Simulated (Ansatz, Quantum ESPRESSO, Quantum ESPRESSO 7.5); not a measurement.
## Evanescent states of SrO, rock salt type, lattice constant set to 5.121 Å

Wanted: the complex band structure of SrO, rock salt type, lattice constant set to 5.121 Å, as for a tunnel barrier.

Calculated with Quantum ESPRESSO 7.5; plane-wave DFT, LDA, PseudoDojo norm-conserving pseudopotentials (cross-check by Ansatz 0.2.0 with PAW datasets).

Report form: the programs' logs are mostly left out.

## (1) The starting structure

Symmetry: Fm-3m, No. 225, cubic system. The conventional cell has a = 5.121 Å, b = 5.121 Å, c = 5.121 Å, α = 90.00°, β = 90.00°, γ = 90.00°. Sr has 6 O at 2.56 Å nearest. O has 6 Sr at 2.56 Å nearest. Farther neighbours and most contacts between anions are not listed.

## (2) SCF with pw.x

pwcond needs a cell whose third axis lies along the current and stands perpendicular to the other two.

Contents of scf.in:

```
&control
  prefix = 'scf'
  outdir = './out'
  pseudo_dir = './pseudo'
  calculation = 'scf'
  tprnfor = .true.
/
&system
  ibrav = 0
  nat = 4
  ntyp = 2
  ecutwfc = 72
  ecutrho = 288
  occupations = 'fixed'
  nbnd = 20
/
&electrons
  conv_thr = 1e-09
  mixing_beta = 0.6
  electron_maxstep = 120
/
ATOMIC_SPECIES
  Sr  87.6200  Sr.dojo-sr-lda-0.4.1-standard.upf
  O   15.9990  O.dojo-sr-lda-0.4.1-standard.upf
CELL_PARAMETERS angstrom
  3.62109382645631 0.00000000000000 0.00000000000000
  0.00000000000000 3.62109382645631 0.00000000000000
  0.00000000000000 0.00000000000000 5.12100000000000
ATOMIC_POSITIONS crystal
  Sr  0.000000000000 0.000000000000 0.000000000000
  O   0.500000000000 0.500000000000 0.000000000000
  Sr  0.500000000000 0.500000000000 0.500000000000
  O   0.000000000000 0.000000000000 0.500000000000
K_POINTS automatic
  6 6 6 0 0 0
```

The run is started by

```console
> OMP_NUM_THREADS=1 mpirun -n 2 pw.x -nk 2 -in scf.in > scf.out
```

The job ended after 27 s (2 MPI ranks of Intel Xeon Platinum 8488C (Sapphire Rapids), shared host; peak memory 0.22 GiB; 54 s of CPU time).

Read from the output:

```
free energy                          : -2770.6417 eV
valence top, on the run's zero       : 7.751 eV
conduction bottom, on the run's zero : 10.91 eV
gap by band count                    : 3.158 eV
```

The program's own clock; routines nest. Time by routine:

| routine | wall time (s) | calls |
| --- | --- | --- |
| PWSCF | 26.25 | 1 |
| electrons | 24.64 | 1 |
| c_bands | 21.66 | 13 |
| cegterg | 17.73 | 260 |
| h_psi | 14.82 | 1148 |
| vloc_psi | 12.05 | 1148 |
| fftw | 11.8 | 31986 |
| sum_band | 2.8 | 13 |
| calbec | 1.54 | 1228 |
| h_psi:calbec | 1.41 | 1148 |
| init_run | 1.25 | 1 |
| add_vuspsi | 1.15 | 1148 |
| init_us_2 | 0.96 | 560 |
| wfcinit | 0.77 | 1 |

The run needed 13 iterations to bring the estimated error under 1e-09 Ry.

## (3) Complex bands with pwcond.x

ikind = 0 solves one period of the crystal for all kz, real and complex, at each energy and k across. ewind and epsproj trim the two-dimensional plane-wave basis; nz1 sets the subslabs.

Contents of cbs.in:

```
&inputcond
  outdir = './out'
  prefixl = 'scf'
  band_file = 'cbs'
  ikind = 0
  ewind = 4.0
  epsproj = 1e-05
  nz1 = 7
  energy0 = 7.44
  denergy = -0.24
/
4
  0.00000000 0.00000000 1.00000000
  0.50000000 0.00000000 1.00000000
  0.50000000 0.50000000 1.00000000
  0.25000000 0.00000000 1.00000000
40
```

The run is started by

```console
> OMP_NUM_THREADS=1 mpirun -n 2 pwcond.x -in cbs.in > cbs.out
```

Run time: 2.1 min. Hardware: 2 MPI ranks; peak memory 0.15 GiB; 4.3 min of CPU time.

Numbers from this step:

- peak of the smallest κ at the zone centre: 0.265 Å⁻¹
- energy of the peak at the zone centre: 1.92 eV
- peak of the smallest κ at (1/2, 0): 0.425 Å⁻¹
- peak of the smallest κ at (1/2, 1/2): 0.347 Å⁻¹
- peak of the smallest κ at (1/4, 0): 0.335 Å⁻¹

K across = (0, 0) in the cell's reciprocal vectors; values within 0.0025 1/Å of each other count once, columns are sorted by size at each energy, a dash where no further value was kept. Im kz of the slowest decaying states against energy, zero at the highest filled level of the SCF mesh:

| energy (eV) | decay 1 (Å⁻¹) | decay 2 (Å⁻¹) | decay 3 (Å⁻¹) |
| --- | --- | --- | --- |
| -1.92 | 0.271 | 0.933 | 1.22 |
| -1.68 | 0.21 | 0.895 | 1.19 |
| -1.20 | 0.803 | 1.13 | 1.43 |
| -0.96 | 0.745 | 1.10 | 1.40 |
| -0.72 | 0.67 | 1.07 | 1.38 |
| -0.24 | 0.143 | 0.367 | 1.00 |
| 0.00 | 0.227 | 0.33 | 0.97 |
| 0.24 | 0.131 | 0.28 | 0.398 |
| 0.72 | 0.208 | 0.351 | 0.533 |
| 0.96 | 0.23 | 0.376 | 0.56 |
| 1.20 | 0.245 | 0.397 | 0.577 |
| 1.68 | 0.262 | 0.431 | 0.591 |
| 1.92 | 0.265 | 0.444 | 0.592 |
| 2.16 | 0.264 | 0.456 | 0.555 |
| 2.64 | 0.252 | 0.402 | 0.474 |
| 2.88 | 0.239 | 0.295 | 0.481 |
| 3.36 | 0.194 | 0.492 | 0.54 |
| 3.60 | 0.153 | 0.496 | 0.524 |
| 3.84 | 0.077 | 0.499 | 0.505 |
| 4.32 | 0.462 | 0.502 | 0.694 |
| 4.56 | 0.436 | 0.502 | 0.657 |
| 4.80 | 0.408 | 0.501 | 0.621 |
| 5.28 | 0.337 | 0.497 | 0.555 |
| 5.52 | 0.293 | 0.494 | 0.525 |
| 5.76 | 0.238 | 0.49 | 0.497 |
| 6.24 | 0.062 | 0.444 | 0.478 |
| 6.48 | 0.163 | 0.418 | 0.471 |
| 6.72 | 0.215 | 0.392 | 0.462 |
| 7.20 | 0.277 | 0.336 | 0.439 |
| 7.44 | 0.297 | 0.304 | 0.425 |

K across = (0, 0) in the cell's reciprocal vectors. The Re kz of states that move upwards by energy, zero at the highest filled level of the SCF mesh:

| energy (eV) | channel 1 (Å⁻¹) | channel 2 (Å⁻¹) | channel 3 (Å⁻¹) |
| --- | --- | --- | --- |
| -1.92 | - | - | - |
| -1.44 | - | - | - |
| -0.96 | -0.362 | -0.346 | - |
| -0.48 | -0.222 | -0.128 | - |
| -0.24 | -0.149 | - | - |
| 0.00 | -0.0490 | -0.0490 | -0.0197 |
| 0.24 | - | - | - |
| 0.72 | - | - | - |
| 1.20 | - | - | - |
| 1.68 | - | - | - |
| 2.16 | - | - | - |
| 2.64 | - | - | - |
| 2.88 | - | - | - |
| 3.36 | 0.253 | - | - |
| 3.84 | 0.470 | - | - |
| 4.32 | -0.607 | 0.206 | - |
| 4.80 | -0.479 | 0.336 | - |
| 5.28 | -0.358 | 0.456 | - |
| 5.76 | -0.230 | 0.572 | - |
| 6.00 | -0.598 | -0.150 | - |
| 6.48 | -0.487 | 0.195 | 0.195 |
| 6.96 | -0.375 | 0.327 | 0.327 |
| 7.44 | -0.251 | 0.426 | 0.426 |

K across = (1/2, 0) in the cell's reciprocal vectors; values within 0.0025 1/Å of each other count once, columns are sorted by size at each energy, a dash where no further value was kept. Im kz of the slowest decaying states against energy, zero at the highest filled level of the SCF mesh:

| energy (eV) | decay 1 (Å⁻¹) | decay 2 (Å⁻¹) | decay 3 (Å⁻¹) |
| --- | --- | --- | --- |
| -1.92 | 0.513 | 0.699 | 1.88 |
| -1.68 | 0.139 | 0.418 | 0.621 |
| -1.44 | 0.3 | 0.328 | 0.506 |
| -1.20 | 0.124 | 0.248 | 0.429 |
| -0.96 | 0.293 | 0.495 | 1.81 |
| -0.72 | 0.488 | 0.541 | 1.79 |
| -0.48 | 0.573 | 1.77 | 2.31 |
| -0.24 | 0.156 | 0.597 | 0.626 |
| 0.00 | 0.229 | 0.614 | 0.661 |
| 0.24 | 0.274 | 0.627 | 0.687 |
| 0.72 | 0.332 | 0.641 | 0.721 |
| 0.96 | 0.352 | 0.644 | 0.731 |
| 1.20 | 0.368 | 0.645 | 0.739 |
| 1.44 | 0.382 | 0.643 | 0.744 |
| 1.68 | 0.393 | 0.64 | 0.747 |
| 1.92 | 0.402 | 0.636 | 0.748 |
| 2.16 | 0.409 | 0.629 | 0.748 |
| 2.40 | 0.415 | 0.621 | 0.746 |
| 2.64 | 0.419 | 0.612 | 0.743 |
| 2.88 | 0.422 | 0.601 | 0.739 |
| 3.12 | 0.424 | 0.588 | 0.733 |
| 3.36 | 0.425 | 0.574 | 0.727 |
| 3.60 | 0.425 | 0.558 | 0.719 |
| 3.84 | 0.423 | 0.54 | 0.71 |
| 4.08 | 0.421 | 0.52 | 0.7 |
| 4.32 | 0.418 | 0.497 | 0.69 |
| 4.56 | 0.415 | 0.47 | 0.678 |
| 4.80 | 0.414 | 0.437 | 0.665 |
| 5.28 | 0.381 | 0.635 | 1.12 |
| 5.52 | 0.351 | 0.618 | 1.07 |
| 5.76 | 0.282 | 0.341 | 0.6 |
| 6.00 | 0.172 | 0.323 | 0.58 |
| 6.24 | 0.295 | 0.558 | 0.894 |
| 6.48 | 0.25 | 0.534 | 0.809 |
| 6.72 | 0.173 | 0.318 | 0.507 |
| 6.96 | 0.477 | 0.516 | 0.576 |
| 7.20 | 0.443 | 0.476 | 0.652 |
| 7.44 | 0.402 | 0.412 | 0.734 |

K across = (1/2, 1/2) in the cell's reciprocal vectors; values within 0.0025 1/Å of each other count once, columns are sorted by size at each energy, a dash where no further value was kept. The Im kz of the slowest decaying states by energy, zero at the highest filled level of the SCF mesh:

| energy (eV) | decay 1 (Å⁻¹) | decay 2 (Å⁻¹) | decay 3 (Å⁻¹) |
| --- | --- | --- | --- |
| -1.92 | 0.317 | 0.846 | 1.93 |
| -1.68 | 0.27 | 0.802 | 1.91 |
| -1.44 | 0.206 | 0.751 | 1.89 |
| -1.20 | 0.092 | 0.69 | 1.87 |
| -0.96 | 0.613 | 1.85 | 2.17 |
| -0.72 | 0.503 | 1.83 | 2.16 |
| -0.48 | 0.272 | 1.81 | 2.14 |
| -0.24 | 0.47 | 1.79 | 2.13 |
| 0.00 | 0.088 | 0.151 | 0.644 |
| 0.24 | 0.185 | 0.28 | 0.737 |
| 0.72 | 0.276 | 0.352 | 0.848 |
| 0.96 | 0.305 | 0.36 | 0.885 |
| 1.20 | 0.328 | 0.359 | 0.916 |
| 1.44 | 0.347 | 0.352 | 0.941 |
| 1.68 | 0.338 | 0.362 | 0.963 |
| 1.92 | 0.319 | 0.375 | 0.981 |
| 2.16 | 0.294 | 0.386 | 0.997 |
| 2.40 | 0.262 | 0.394 | 1.01 |
| 2.64 | 0.221 | 0.401 | 1.02 |
| 2.88 | 0.165 | 0.406 | 1.03 |
| 3.12 | 0.062 | 0.411 | 1.04 |
| 3.36 | 0.413 | 1.05 | 1.46 |
| 3.60 | 0.415 | 1.05 | 1.43 |
| 3.84 | 0.415 | 1.06 | 1.41 |
| 4.08 | 0.415 | 1.06 | 1.38 |
| 4.32 | 0.413 | 1.07 | 1.35 |
| 4.56 | 0.41 | 1.07 | 1.32 |
| 4.80 | 0.406 | 1.07 | 1.29 |
| 5.28 | 0.394 | 1.08 | 1.24 |
| 5.52 | 0.386 | 1.08 | 1.20 |
| 5.76 | 0.377 | 1.08 | 1.17 |
| 6.00 | 0.365 | 1.08 | 1.14 |
| 6.24 | 0.352 | 1.08 | 1.10 |
| 6.48 | 0.336 | 1.07 | 1.08 |
| 6.72 | 0.317 | 1.03 | 1.08 |
| 6.96 | 0.294 | 0.99 | 1.08 |
| 7.20 | 0.264 | 0.948 | 1.08 |
| 7.44 | 0.225 | 0.904 | 1.08 |

K across = (1/4, 0) in the cell's reciprocal vectors; values within 0.0025 1/Å of each other count once, columns are sorted by size at each energy, a dash where no further value was kept. Table of Im kz of the slowest decaying states by energy, zero at the highest filled level of the SCF mesh:

| energy (eV) | decay 1 (Å⁻¹) | decay 2 (Å⁻¹) | decay 3 (Å⁻¹) |
| --- | --- | --- | --- |
| -1.92 | 0.193 | 0.718 | 0.82 |
| -1.68 | 0.655 | 0.769 | 1.41 |
| -1.20 | 0.458 | 0.629 | 1.36 |
| -0.96 | 0.027 | 0.182 | 0.25 |
| -0.72 | 0.242 | 0.362 | 0.372 |
| -0.24 | 0.176 | 0.469 | 0.51 |
| 0.00 | 0.131 | 0.248 | 0.54 |
| 0.24 | 0.196 | 0.294 | 0.567 |
| 0.72 | 0.263 | 0.356 | 0.591 |
| 0.96 | 0.284 | 0.378 | 0.596 |
| 1.20 | 0.3 | 0.396 | 0.598 |
| 1.68 | 0.321 | 0.425 | 0.594 |
| 1.92 | 0.328 | 0.437 | 0.589 |
| 2.16 | 0.332 | 0.446 | 0.582 |
| 2.64 | 0.335 | 0.461 | 0.562 |
| 2.88 | 0.333 | 0.467 | 0.549 |
| 3.36 | 0.324 | 0.474 | 0.518 |
| 3.60 | 0.316 | 0.476 | 0.5 |
| 3.84 | 0.305 | 0.475 | 0.48 |
| 4.32 | 0.273 | 0.38 | 0.432 |
| 4.56 | 0.238 | 0.251 | 0.403 |
| 4.80 | 0.221 | 0.37 | 0.483 |
| 5.28 | 0.112 | 0.277 | 0.431 |
| 5.52 | 0.2 | 0.399 | 0.473 |
| 5.76 | 0.362 | 0.468 | 0.743 |
| 6.24 | 0.163 | 0.267 | 0.456 |
| 6.48 | 0.189 | 0.198 | 0.449 |
| 6.72 | 0.074 | 0.191 | 0.442 |
| 7.20 | 0.126 | 0.426 | 0.515 |
| 7.44 | 0.422 | 0.467 | 0.642 |

The program's own clock; routines nest. Time by routine:

| routine | wall time (s) | calls |
| --- | --- | --- |
| PWCOND | 127.7 | 1 |
| scatter_forw | 88.97 | 160 |
| compbs | 35.9 | 160 |
| compbs_2 | 33.66 | 160 |
| local | 2.17 | 4 |
| init | 0.59 | 1 |
| poten | 0.14 | 1 |

## (4) Complex bands with pwcond.x, with epsproj = 0.001

How much does a setting matter? One run is repeated with a change.

cbs.w.in, as its differences from the input of step 3:

```diff
@@ -3,6 +3,6 @@
   prefixl = 'scf'
-  band_file = 'cbs'
+  band_file = 'cbs.w'
   ikind = 0
   ewind = 4.0
-  epsproj = 1e-05
+  epsproj = 0.001
   nz1 = 7
```

The run is started by

```console
> OMP_NUM_THREADS=1 mpirun -n 2 pwcond.x -in cbs.w.in > cbs.w.out
```

Elapsed: 69 s, on 2 MPI ranks; peak memory 0.13 GiB.

The changed values were drawn from a wide range, not chosen for quality; the comparison shows what they did here together.

Beside the run it was changed from:

| quantity | this run | unchanged run | difference |
| --- | --- | --- | --- |
| peak of the smallest κ at the zone centre (Å⁻¹) | 0.265 | 0.265 | 0 |
| peak of the smallest κ at (1/2, 0) (Å⁻¹) | 0.424 | 0.425 | -0.0010 |
| peak of the smallest κ at (1/2, 1/2) (Å⁻¹) | 0.345 | 0.347 | -0.0020 |
| wall time (s) | 69 | 128 |  |

The physical values in this table move by up to 0.58 %.

## (5) Cross-check with Ansatz

As a check, the same structure is run in Ansatz.

Level of this step: plane-wave DFT, LDA, Ansatz PAW (Ansatz 0.2.0).

Contents of input.yaml:

```yaml
crystal:
  lattice:
    - [3.6210938265, 0.0, 0.0]
    - [0.0, 3.6210938265, 0.0]
    - [0.0, 0.0, 5.121]
  atoms:
    - { symbol: Sr, position: [0.0, 0.0, 0.0] }
    - { symbol: O, position: [0.5, 0.5, 0.0] }
    - { symbol: Sr, position: [0.5, 0.5, 0.5] }
    - { symbol: O, position: [0.0, 0.0, 0.5] }
kpoints:
  mp_grid: { grid: [6, 6, 6] }
hamiltonian:
  xc: lda
scf:
  occupations: { method: fixed }
  convergence: { dr2_threshold: 1.0e-09 }
output:
  transmission:
    leads: [[0, 0]]
    kpoints: [[0, 0], [0.5, 0], [0.5, 0.5], [0.25, 0]]
    e_range: [-1.92, 7.44]
    de: 0.24
```

The run is started by

```console
> ansatz run input.yaml --threads 2 --pin off --max-ram 4096MiB --backend cpu --events-out ev --progress --plain --runs-dir out
```

Elapsed: 15 s, on 2 threads; peak memory 0.43 GiB; 19 s of CPU time.

Read from the output:

* free energy: -8005.6350 eV
* gap by band count: 3.149 eV
* symmetry operations: 32
* slowest decay at the grid energy nearest mid-gap: 0.2614 Å⁻¹
* peak of the smallest κ at the zone centre: 0.2642 Å⁻¹
* peak of the smallest κ at (1/2, 0): 0.4246 Å⁻¹
* peak of the smallest κ at (1/2, 1/2): 0.3469 Å⁻¹
* peak of the smallest κ at (1/4, 0): 0.3344 Å⁻¹
* valence top, on the run's zero: 7.654 eV

K across = (0, 0) in the cell's reciprocal vectors; values within 0.0025 1/Å of each other count once, columns are sorted by size at each energy, a dash where no further value was kept. Table of Im kz of the slowest decaying states by energy, zero at the highest filled level of the SCF mesh:

| energy (eV) | decay 1 (Å⁻¹) | decay 2 (Å⁻¹) | decay 3 (Å⁻¹) |
| --- | --- | --- | --- |
| -1.92 | 0.269 | 0.932 | 1.22 |
| -1.44 | 0.102 | 0.851 | 1.16 |
| -0.96 | 0.743 | 1.10 | 1.40 |
| -0.48 | 0.564 | 1.04 | 1.35 |
| -0.24 | 0.145 | 0.362 | 1.00 |
| 0.00 | 0.0130 | 0.0386 | 0.228 |
| 0.24 | 0.133 | 0.281 | 0.400 |
| 0.72 | 0.209 | 0.351 | 0.533 |
| 1.20 | 0.245 | 0.397 | 0.577 |
| 1.68 | 0.261 | 0.431 | 0.591 |
| 2.16 | 0.264 | 0.455 | 0.553 |
| 2.64 | 0.251 | 0.399 | 0.474 |
| 2.88 | 0.238 | 0.291 | 0.481 |
| 3.36 | 0.192 | 0.491 | 0.539 |
| 3.84 | 0.0697 | 0.498 | 0.505 |
| 4.32 | 0.461 | 0.501 | 0.693 |
| 4.80 | 0.407 | 0.501 | 0.620 |
| 5.28 | 0.336 | 0.497 | 0.554 |
| 5.76 | 0.236 | 0.489 | 0.496 |
| 6.00 | 0.159 | 0.469 | 0.484 |
| 6.48 | 0.165 | 0.417 | 0.470 |
| 6.96 | 0.251 | 0.364 | 0.450 |
| 7.44 | 0.297 | 0.303 | 0.423 |

K across = (0, 0) in the cell's reciprocal vectors. Re kz of states that move upwards against energy, zero at the highest filled level of the SCF mesh:

| energy (eV) | channel 1 (Å⁻¹) | channel 2 (Å⁻¹) | channel 3 (Å⁻¹) |
| --- | --- | --- | --- |
| -1.92 | - | - | - |
| -1.68 | - | - | - |
| -1.20 | -0.452 | -0.451 | - |
| -0.96 | -0.359 | -0.344 | - |
| -0.72 | -0.287 | -0.246 | - |
| -0.24 | -0.146 | - | - |
| 0.00 | - | - | - |
| 0.24 | - | - | - |
| 0.72 | - | - | - |
| 0.96 | - | - | - |
| 1.20 | - | - | - |
| 1.68 | - | - | - |
| 1.92 | - | - | - |
| 2.16 | - | - | - |
| 2.64 | - | - | - |
| 2.88 | - | - | - |
| 3.36 | 0.259 | - | - |
| 3.60 | 0.380 | - | - |
| 3.84 | 0.473 | - | - |
| 4.32 | -0.604 | 0.210 | - |
| 4.56 | -0.538 | 0.276 | - |
| 4.80 | -0.476 | 0.338 | - |
| 5.28 | -0.356 | 0.458 | - |
| 5.52 | -0.294 | 0.517 | - |
| 5.76 | -0.227 | 0.574 | - |
| 6.24 | -0.540 | 0.0786 | 0.0786 |
| 6.48 | -0.484 | 0.197 | 0.197 |
| 6.72 | -0.429 | 0.270 | 0.270 |
| 7.20 | -0.313 | 0.381 | 0.381 |
| 7.44 | -0.248 | 0.428 | 0.428 |

K across = (1/2, 0) in the cell's reciprocal vectors; values within 0.0025 1/Å of each other count once, columns are sorted by size at each energy, a dash where no further value was kept. The Im kz of the slowest decaying states by energy, zero at the highest filled level of the SCF mesh:

| energy (eV) | decay 1 (Å⁻¹) | decay 2 (Å⁻¹) | decay 3 (Å⁻¹) |
| --- | --- | --- | --- |
| -1.92 | 0.510 | 0.698 | - |
| -1.68 | 0.147 | 0.414 | 0.619 |
| -1.20 | 0.115 | 0.238 | 0.431 |
| -0.96 | 0.298 | 0.496 | - |
| -0.72 | 0.490 | 0.541 | - |
| -0.24 | 0.158 | 0.597 | 0.626 |
| 0.00 | 0.230 | 0.614 | 0.661 |
| 0.24 | 0.274 | 0.627 | 0.687 |
| 0.72 | 0.332 | 0.641 | 0.721 |
| 0.96 | 0.352 | 0.644 | 0.731 |
| 1.20 | 0.368 | 0.644 | 0.739 |
| 1.68 | 0.393 | 0.640 | 0.747 |
| 1.92 | 0.402 | 0.635 | 0.748 |
| 2.16 | 0.409 | 0.628 | 0.747 |
| 2.64 | 0.419 | 0.611 | 0.743 |
| 2.88 | 0.422 | 0.600 | 0.738 |
| 3.36 | 0.425 | 0.573 | 0.726 |
| 3.60 | 0.424 | 0.557 | 0.718 |
| 3.84 | 0.423 | 0.539 | 0.709 |
| 4.32 | 0.418 | 0.495 | 0.689 |
| 4.56 | 0.414 | 0.469 | 0.677 |
| 4.80 | 0.415 | 0.434 | 0.664 |
| 5.28 | 0.380 | 0.634 | 1.12 |
| 5.52 | 0.349 | 0.617 | 1.07 |
| 5.76 | 0.279 | 0.340 | 0.599 |
| 6.24 | 0.294 | 0.557 | 0.893 |
| 6.48 | 0.249 | 0.533 | 0.808 |
| 6.72 | 0.170 | 0.319 | 0.506 |
| 7.20 | 0.441 | 0.476 | 0.651 |
| 7.44 | 0.400 | 0.411 | 0.733 |

K across = (1/2, 1/2) in the cell's reciprocal vectors; values within 0.0025 1/Å of each other count once, columns are sorted by size at each energy, a dash where no further value was kept. Table of Im kz of the slowest decaying states by energy, zero at the highest filled level of the SCF mesh:

| energy (eV) | decay 1 (Å⁻¹) | decay 2 (Å⁻¹) | decay 3 (Å⁻¹) |
| --- | --- | --- | --- |
| -1.92 | 0.316 | 0.845 | - |
| -1.44 | 0.203 | 0.749 | - |
| -0.96 | 0.611 | - | - |
| -0.48 | 0.267 | - | - |
| -0.24 | 0.471 | - | - |
| 0.00 | 0.0915 | 0.154 | 0.644 |
| 0.24 | 0.187 | 0.280 | 0.737 |
| 0.72 | 0.277 | 0.351 | 0.847 |
| 1.20 | 0.328 | 0.359 | 0.915 |
| 1.68 | 0.337 | 0.362 | 0.962 |
| 2.16 | 0.293 | 0.385 | 0.996 |
| 2.64 | 0.219 | 0.401 | 1.02 |
| 2.88 | 0.162 | 0.406 | 1.03 |
| 3.36 | 0.413 | 1.05 | 1.46 |
| 3.84 | 0.415 | 1.06 | 1.41 |
| 4.32 | 0.412 | 1.07 | 1.35 |
| 4.80 | 0.405 | 1.07 | 1.29 |
| 5.28 | 0.393 | 1.08 | 1.23 |
| 5.76 | 0.376 | 1.08 | 1.17 |
| 6.00 | 0.364 | 1.08 | 1.14 |
| 6.48 | 0.335 | 1.07 | 1.08 |
| 6.96 | 0.292 | 0.989 | 1.08 |
| 7.44 | 0.222 | 0.903 | 1.08 |

K across = (1/4, 0) in the cell's reciprocal vectors; values within 0.0025 1/Å of each other count once, columns are sorted by size at each energy, a dash where no further value was kept. Table of Im kz of the slowest decaying states by energy, zero at the highest filled level of the SCF mesh:

| energy (eV) | decay 1 (Å⁻¹) | decay 2 (Å⁻¹) | decay 3 (Å⁻¹) |
| --- | --- | --- | --- |
| -1.92 | 0.190 | 0.716 | 0.819 |
| -1.68 | 0.653 | 0.768 | 1.41 |
| -1.44 | 0.572 | 0.706 | 1.38 |
| -1.20 | 0.454 | 0.627 | 1.36 |
| -0.96 | 0.0540 | 0.189 | 0.242 |
| -0.72 | 0.231 | 0.365 | 0.376 |
| -0.48 | 0.307 | 0.330 | 0.457 |
| -0.24 | 0.178 | 0.470 | 0.511 |
| 0.00 | 0.133 | 0.248 | 0.541 |
| 0.24 | 0.197 | 0.294 | 0.567 |
| 0.72 | 0.264 | 0.356 | 0.591 |
| 0.96 | 0.284 | 0.378 | 0.596 |
| 1.20 | 0.300 | 0.396 | 0.598 |
| 1.44 | 0.312 | 0.412 | 0.597 |
| 1.68 | 0.321 | 0.425 | 0.594 |
| 1.92 | 0.328 | 0.436 | 0.588 |
| 2.16 | 0.332 | 0.446 | 0.581 |
| 2.40 | 0.334 | 0.454 | 0.572 |
| 2.64 | 0.334 | 0.461 | 0.561 |
| 2.88 | 0.333 | 0.467 | 0.548 |
| 3.12 | 0.329 | 0.471 | 0.534 |
| 3.36 | 0.323 | 0.474 | 0.518 |
| 3.60 | 0.315 | 0.476 | 0.499 |
| 3.84 | 0.304 | 0.474 | 0.479 |
| 4.08 | 0.290 | 0.457 | 0.511 |
| 4.32 | 0.273 | 0.377 | 0.431 |
| 4.56 | 0.232 | 0.250 | 0.402 |
| 4.80 | 0.220 | 0.368 | 0.482 |
| 5.28 | 0.109 | 0.274 | 0.430 |
| 5.52 | 0.196 | 0.398 | 0.472 |
| 5.76 | 0.361 | 0.467 | 0.742 |
| 6.00 | 0.0774 | 0.317 | 0.462 |
| 6.24 | 0.164 | 0.265 | 0.456 |
| 6.48 | 0.190 | 0.195 | 0.449 |
| 6.72 | 0.0651 | 0.191 | 0.441 |
| 6.96 | 0.173 | 0.433 | 0.564 |
| 7.20 | 0.123 | 0.426 | 0.514 |
| 7.44 | 0.422 | 0.467 | 0.640 |

## (6) The arithmetic

T falls as exp(−2κd). With κ = 0.259 1/Å, 10 Å of barrier pass exp(−2 × 0.259 × 10) = 0.0056 of that channel, interfaces aside.

## (7) What came out

* gap on the SCF mesh: 3.16 eV
* smallest κ at mid-gap among the four k points, at the zone centre: 0.259 Å⁻¹
* peak of the smallest κ in the stop band at the zone centre: 0.265 Å⁻¹
* peak of the smallest κ in the stop band at (1/2, 0): 0.425 Å⁻¹
* peak of the smallest κ in the stop band at (1/2, 1/2): 0.347 Å⁻¹
* peak of the smallest κ in the stop band at (1/4, 0): 0.335 Å⁻¹
* energy of the peak at the zone centre, over the highest filled level: 1.92 eV
* peak at the zone centre by Ansatz: 0.264 Å⁻¹

What this shows: With a gap of 3.16 eV on the mesh, the smallest κ at mid-gap among the four k points, at the zone centre is 0.259 Å⁻¹ (LDA, PseudoDojo norm-conserving). For a barrier with the Fermi level at mid-gap the slowest state found, at the zone centre, loses a factor of ten in probability every 4.4 Å or so. Stop bands away from the zone centre are mostly wider than the gap, so their peaks can lie above the conduction bottom. At the zone centre pwcond's peak is 0.265 and Ansatz's 0.264 1/Å, 0 % apart. The cell is the a/√2 one, turned by 45°, with two primitive cells, so X along [001] folds onto kz = 0. A semilocal gap is too small, often by a third to a half and by more in narrow-gap crystals, so real barriers decay faster. Spin-orbit coupling is left out; depending on the atoms that carry the levels of interest, it can split and shift them by tens to hundreds of meV.

[Logs are printed without paths, hosts, clocks, repeated set-up lines and the standing remarks that a program may print on its own settings, such as how far it seeks lower states.]

[Hosts, paths, dates, database ids (printed as entryN), source tags and the programs' standing remarks are cut or masked in the printed files.]

[Maps of the electrostatic potential energy from Ansatz leave out the sawtooth potential of an applied field or a dipole correction, so their vacuum need not be flat; planar profiles and work functions include it.]
